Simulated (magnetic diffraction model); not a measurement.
## Pr₂NiW₄ below its ordering temperature

Space group Amm2 (no. 38), a = 4.3940 Å, b = 4.3230 Å, c = 16.5500 Å.

| site | atom | x | y | z |
| --- | --- | --- | --- | --- |
| 2a | W | 0 | 0 | 0.2436 |
| 2b | W | 1/2 | 1/2 | 0.2373 |
| 2a | W | 0 | 1/2 | 0.0559 |
| 2b | W | 1/2 | 0 | 0.4473 |
| 2a | Pr | 0 | 1/2 | 0.3923 |
| 2b | Pr | 1/2 | 0 | 0.1031 |
| 2b | Ni | 1/2 | 0 | 0.2999 |

This is a made-up structure (elements placed in a structure type, unrelaxed), so the numbers test the method and describe no known phase.

Only Pr is taken to order (form factors of Pr3+); orders and moment sizes are assumed, and not adapted to the symmetry. Radiation: neutrons of λ = 2.0775 Å, 1.5° to 50°; isotropic B of 0.42 Å² (W), 0.51 Å² (Pr) and 0.56 Å² (Ni). The intensities are simulated: I ∝ L Σ (|F_N|² + |F_M⊥|²) for unpolarised neutrons, with F_M = 2.695 fm/μB × Σ f(s) S exp(2πi Q·r) exp(−B s²) at Q = H ± k (one set where k and −k are equivalent), only the part normal to Q counting and L = 1/(sin²θ cos θ). For a modulated order the moment at position r is S exp(−2πi k·r) + c.c., with S = m/2 for a sine wave of amplitude m and S = m(u + iv)/2 for moments turning in a plane, u and v being orthogonal unit vectors in it; the phase factor of the sum at Q = H + k is then exp(2πi H·r). Form factors are spin-only for 3d ions and dipole or tabulated for f ions, scattering lengths are Sears's of 1992, and absorption is left out. A label names one of the reflections at its angle. The strongest nuclear line in the range is 100, and lines under 0.2 are left out.

Above the ordering temperature:

```
2θ (°)    index      I
 14.42  (0 0 2)   40.1
 27.35  (1 0 0)   13.4
 28.76  (0 1 1)   27.7
 29.08  (0 0 4)   12.1
 31.05  (1 0 2)   14.1
 35.55  (0 1 3)    5.8
 40.10  (1 1 1)   23.0
 40.34  (1 0 4)    3.4
 44.24  (0 0 6)   15.9
 45.42  (1 1 3)  100.0
 46.56  (0 1 5)   33.5
```

Below it (cell unchanged):

```csv
2θ (°),I
12.01,62.5
14.42,40.1
16.84,31.5
26.61,2.9
27.35,13.4
27.46,12.3
28.23,4.5
28.76,27.7
29.08,12.1
29.48,4.4
29.96,0.7
31.05,14.1
31.56,2.0
32.29,0.7
34.05,8.6
35.55,5.8
37.16,7.7
38.53,6.9
39.71,7.1
40.10,23.0
40.34,3.4
40.65,7.0
41.67,2.8
42.24,6.0
44.22,1.7
44.24,15.9
45.42,100.0
46.56,33.5
46.75,1.6
46.84,2.1
```

**Question.** Find the propagation vector, then choose among these models:
A. moments turning in the plane of [001] and [100], 2.7 μB on Pr; signs + at (0, 1/2, 0.3923), − at (1/2, 0, 0.1031)
B. a sine wave with moments along [100] (amplitudes given), 2.7 μB on Pr; signs + at (0, 1/2, 0.3923), − at (1/2, 0, 0.1031)
C. moments turning in the plane of [100] and [010], 2.7 μB on Pr; signs + at (0, 1/2, 0.3923), − at (1/2, 0, 0.1031)
D. a sine wave with moments along [001] (amplitudes given), 2.7 μB on Pr; signs + at (0, 1/2, 0.3923), − at (1/2, 0, 0.1031)

The new lines index as (0 0 5/3) at 12.01°, (0 0 7/3) at 16.84°, (0 0 11/3) at 26.61° and (1 0 1/3) at 27.46°, that is as H ± k with k = (0 0 1/3). Satellites come in pairs about each point of the reciprocal lattice.

Magnetic intensity, observed (below minus above) and for each model:

| 2θ (°) | index | observed | A | B | C | D |
| --- | --- | --- | --- | --- | --- | --- |
| 12.01 | (0 0 5/3) | 62.5 | 31.2 | 31.2 | 62.5 | <0.2 |
| 16.84 | (0 0 7/3) | 31.5 | 15.7 | 15.7 | 31.5 | <0.2 |
| 27.46 | (1 0 1/3) | 12.3 | 12.2 | <0.2 | 12.3 | 12.1 |
| 34.05 | (0 1 8/3) | 8.6 | 10.9 | 6.5 | 8.6 | 4.4 |
| 37.16 | (0 1 10/3) | 7.7 | 8.5 | 5.4 | 7.7 | 3.1 |
| 38.53 | (1 0 11/3) | 6.9 | 4.6 | 2.2 | 6.9 | 2.4 |
| 39.71 | (1 1 2/3) | 7.1 | 10.4 | 3.6 | 7.1 | 6.8 |
| 40.65 | (1 1 4/3) | 7.0 | 9.8 | 3.5 | 7.0 | 6.2 |

Model C matches.

The structure used: k = (0 0 1/3), moments turning in the plane of [100] and [010], 2.7 μB on Pr; signs + at (0, 1/2, 0.3923), − at (1/2, 0, 0.1031).

[Logs are printed without paths, hosts, clocks, repeated set-up lines and the standing remarks that a program may print on its own settings, such as how far it seeks lower states.]
